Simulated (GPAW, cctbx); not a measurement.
# Bonding in Al2RhW2 as X-rays see it

Question: by how much does bonding change the X-ray structure factors of Al2RhW2, and what does a routine refinement make of it?

The cell comes from substitution in a known structure type and wasn't matched to any measured phase. All numbers below are calculated.

## Step 1: Find the equilibrium geometry

The density hangs on the geometry, so cell and atoms are relaxed first, with the symmetry held. The cutoff is set higher than for the density because stress converges slowly with plane waves.

Settings: GPAW 26.7.0, PBE, 570 eV, 6×6×6 k-points, Fermi–Dirac width 0.1 eV, BFGS to 0.03 eV/Å.

```text
cell
1.0
    -3.543000000    0.000000000    0.000000000
    -1.771500000   -2.509000000    3.919500000
    -1.771500000    2.509000000    3.919500000
W Rh Al
2 1 2
Direct
0.795600000 0.704400000 0.704400000
0.204400000 0.295600000 0.295600000
0.000000000 0.000000000 0.000000000
0.500000000 0.298800000 0.701200000
0.500000000 0.701200000 0.298800000
```

```console
$ OMP_NUM_THREADS=1 mpirun -n 4 gpaw python run.py > gpaw.log
```

```text
BFGS:    0      -36.278321        6.020344
BFGS:    1      -37.079948        2.125157
BFGS:    2      -37.281860        1.521180
BFGS:    3      -37.414937        1.037005
...
BFGS:   17      -37.580495        0.047470
BFGS:   18      -37.580589        0.030033
BFGS:   19      -37.580651        0.013192
cell  3.8441 5.0027 5.0027  62.59 67.41 67.41
volume 76.289 A^3, largest force 0.013 eV/A, largest stress 0.07 GPa
```

After 19 steps the volume has changed by +9.5 % and the energy by -1.302 eV; the largest stress left is 0.07 GPa. It took 4.6 min on 4 cores of Intel(R) Xeon(R) Platinum 8375C CPU @ 2.90GHz (Ice Lake) (shared host), peak memory 1.2 GiB.

Relaxed structure: Immm (no. 71), a = 3.8441 Å, b = 5.1976 Å, c = 7.6365 Å, α = 90.00°, β = 90.00°, γ = 90.00°.

```csv
atom,mult.,x,y,z
W1,4,0,1/2,0.1943
Rh1,2,0,0,0
Al1,4,1/2,0.7327,0
```

## Step 2: The all-electron density

X-rays see the whole electron density, so the PAW density is rebuilt with its core regions. Subtracting spherical free atoms from the same code cancels the cores and leaves the deformation density Δρ, the part due to bonding.

Settings: PBE, 450 eV, 7×7×7 k-points, Fermi–Dirac width 0.1 eV; primitive cell of 5 atoms.

```console
$ OMP_NUM_THREADS=1 mpirun -n 4 gpaw python run.py > gpaw.log
```

```text
|iter:   1|       0s |  -39.192437 | +0.28 |       |
|iter:   2|       1s |  -38.746454 | -1.79 | -1.07 |
|iter:   3|       2s |  -37.698227 | -0.88 | -1.11 |
...
|iter:   9|      10s |  -37.506862c| -6.27 | -3.84 |
|iter:  10|      11s |  -37.506857c| -7.15 | -4.25c|
|iter:  11|      12s |  -37.506854c| -7.89c| -4.74c|
```

```text
gpts.py:43: UserWarning: Initial realspace grid (20,25,25) inconsistent with symmetries.
gpts.py:43: UserWarning: Initial realspace grid (20,25,25) inconsistent with symmetries.
gpts.py:43: UserWarning: Initial realspace grid (20,25,25) inconsistent with symmetries.
gpts.py:43: UserWarning: Initial realspace grid (20,25,25) inconsistent with symmetries.
gpts.py:70: UserWarning: Using symmetrized grid: (25,25,25).
gpts.py:70: UserWarning: Using symmetrized grid: (25,25,25).
gpts.py:70: UserWarning: Using symmetrized grid: (25,25,25).
gpts.py:70: UserWarning: Using symmetrized grid: (25,25,25).
grid (50, 50, 50)  electrons 219.000  moved by bonding 1.180 e
deformation density beyond 0.5 A of the nuclei: max 0.211, min -0.323 e/A^3
atom        x       y       z   Voronoi charge  moment
W 1    0.8058  0.6942  0.6942      0.166       0.00
W 2    0.1942  0.3058  0.3058      0.166       0.00
Rh3    0.0000  0.0000  0.0000     -0.031       0.00
Al4    0.5000  0.2673  0.7327     -0.150       0.00
Al5    0.5000  0.7327  0.2673     -0.150       0.00
mean inner potential of superposed free atoms 28.519 V
total magnetic moment 0.000 muB
```

Deformation density in a plane through the shortest contact of the Rh atom at the origin, in 0.01 e/Å³ (clipped at ±99); x from -1.6 to 4.0 Å, y from 2.4 down to -2.4 Å:

```text
  1  -5   .   .  -5   2   6   7   6   5   4   4   1  -4  -5  -6
  0  -6   .   .  -5   2   5   5   5   6   6   5   0  -5   .   .
  1  -4  -5  -3   0   3   4   4   4   6   7   6   2  -5   .   .
  2   1   2   5   6   4   3   4   4   5   5   5   3   0  -3  -3
  1   4   5   5   5  -6  -3   3   4   1  -1  -2   0   3   4   5
 -1   5   3  -5   . -24  -7   4   3  -3  -5   .  -5   1   6   7
 -1   6   7   8   .   .   6   6   4  -4   .   .  -5  -1   5   6
  0   5   1 -16   .   1   0   5   3  -4  -6   .  -5   0   4   5
  2   4   1  -6  -2   7   5   5   3  -1  -3  -1   2   4   4   4
  5   4   4   3   4   6   4   2   1   2   3   6   6   3   1   3
  5   4   4   4   2  -1  -4  -5  -2   3   5   3   6  -6 -11   0
  5   5   5   4  -1  -6   .   .  -4   3   6   0   .   .  -7   3
  5   6   7   5  -1  -5   .   .  -4   4   6   3   .   .  -1   6
```

Atoms in or within 0.15 Å of the plane: Rh (3.1, -2.2), Rh (0.0, 0.0), Al (2.4, 0.0), Al (-0.7, 2.2), Al (0.7, -2.2), Al (3.8, 2.0) Å. Dots mark points within about 0.45 Å of a nucleus; large values next to them are atomic features.

Al gains most (-0.15 e) and W loses most (+0.17 e), which isn't the order of electronegativity: valence and coordination count too, and Voronoi cells cut space at the midplane whatever the atoms' sizes. Along the shortest contact from the Rh atom at the map's origin, Rh–Al at 2.37 Å, Δρ is +0.07 e/Å³ at the midpoint; the highest value on the line, +0.08, lies at the edge of the range, 0.5 Å from Rh, and is an atomic rather than a bond feature: a modest build-up. At the midpoints of other shortest contacts it is +0.02 (Al–Al, 2.42 Å), +0.02 (W–Al, 2.71 Å), +0.05 (W–W, 2.97 Å) and +0.03 (W–Rh, 2.99 Å) e/Å³. Point values carry grid noise of about 0.01 e/Å³. The run needed 11 iterations, 22 s.

## Step 3: Structure factors

The Fourier components of Δρ, added to those of the free atoms, give the static X-ray structure factors; the Mott–Bethe relation turns them into the Fourier components V of the potential that fast electrons feel.

```text
static structure factors of the conventional cell: F in electrons, V (Mott-Bethe) in volts
   h  k  l      d  |F| table  |F| free   |F| DFT   change   |V| free  |V| DFT  change %
   0  1  1  4.2968    17.037    17.048    17.116    0.068     0.102    0.064    -36.8
   0  0  2  3.8182    84.466    84.338    83.675   -0.663     0.024    0.267   1010.1
   1  0  1  3.4336   129.186   128.959   128.676   -0.283     3.761    3.861      2.7
   1  1  0  3.0907   180.167   180.131   180.038   -0.092     5.801    5.827      0.5
   0  2  0  2.5988   288.954   288.564   287.992   -0.572     9.468    9.584      1.2
   1  1  2  2.4023   264.470   264.128   263.321   -0.806    10.022   10.162      1.4
   0  1  3  2.2861   278.465   278.055   277.089   -0.966     9.918   10.070      1.5
   0  2  2  2.1484   149.513   149.278   148.787   -0.491     5.238    5.306      1.3
   1  0  3  2.1224   174.695   174.402   173.951   -0.451     6.019    6.080      1.0
   1  2  1  2.0722   182.757   182.501   181.826   -0.675     7.720    7.807      1.1
   2  0  0  1.9221   331.915   331.325   330.163   -1.162    11.839   11.968      1.1
   0  0  4  1.9091   137.794   137.608   137.129   -0.479     5.953    6.005      0.9
   2  1  1  1.7545    18.323    18.178    18.454    0.277     0.087    0.113     29.2
   2  0  2  1.7168    77.641    77.353    77.921    0.568     0.614    0.563     -8.2
```

The largest X-ray change is -1.16 e on 200, 0.4 % of |F|. For electrons V goes as (Z − F)/g², so a change of F counts against Z − F, which is small at low angle and wherever the atoms' terms cancel: |V| of 011 moves by -36.8 % (0.10 to 0.06 V) against +0.4 % in |F|. The last three rows still change by up to 0.57 e; the table stops while the angles are still low. The tabulated Hartree–Fock atoms differ from the free DFT atoms by up to 0.59 e, so the choice of reference atom matters too.

## Step 4: Refining ordinary atoms against data with bonding

Routine crystallography fits spherical atoms. To see the bias, intensities are simulated from tabulated atoms plus the DFT change ΔF, so that bonding alone can misfit (2522 reflections of the full sphere, merged to the counts below, to 0.5 Å, 0.5 % proportional noise plus counting noise, assumed isotropic U as listed, Δρ smeared by the mean U) and refined with cctbx over different ranges.

| range | data | R1 | GooF | U W1 (true 0.0055) | U Rh1 (true 0.0067) | U Al1 (true 0.0102) | largest shift (Å) | Δρ max, min (e/Å³) |
| --- | --- | --- | --- | --- | --- | --- | --- | --- |
| all data | 390 | 0.0033 | 0.96 | 0.0055 | 0.0067 | 0.0101 | 0.0005 | 0.31, -0.44 |
| low resolution, d > 0.84 | 92 | 0.0026 | 1.09 | 0.0055 | 0.0067 | 0.0100 | 0.0005 | 0.21, -0.23 |
| high order, d < 0.75 | 262 | 0.0038 | 0.92 | 0.0055 | 0.0067 | 0.0101 | 0.0005 | 0.33, -0.30 |
| occupancies free, d > 0.7 | 156 | 0.0028 | 1.03 | 0.0055 | 0.0066 | 0.0098 | 0.0006 | 0.29, -0.28 |

With all data GooF is 0.96, so at this noise the bonding hardly shows; the top residual peak, near noise level, lies 0.69 Å from Rh and 1.86 Å from Al. No U is off by more than 3 s.u. at low resolution. With W1 held at 1 and the scale free, the other occupancies refine to Rh1 0.998(0.001) and Al1 0.995(0.004), within three s.u. of full.

## Step 5: Answer

Bonding moves 1.18 e in the primitive cell of Al2RhW2 and changes the structure factors of the conventional cell in the table above by at most 1.16 e (200, 0.4 %), and among reflections above 2 % of the strongest by up to 1.5 % (211). The shortest bond, Rh–Al, has Δρ = +0.07 e/Å³ at its midpoint. With all data GooF is 0.96, so at this noise the bonding hardly shows. Limits: static density, frozen cores, no spin–orbit coupling.

[Outputs are excerpts: Python notices, other lines and further rows are left out; steps that failed or that the build refused (PBEsol, TPSS) are not shown.]

[Logs are printed without paths, hosts, clocks, repeated set-up lines and the standing remarks that a program may print on its own settings, such as how far it seeks lower states.]
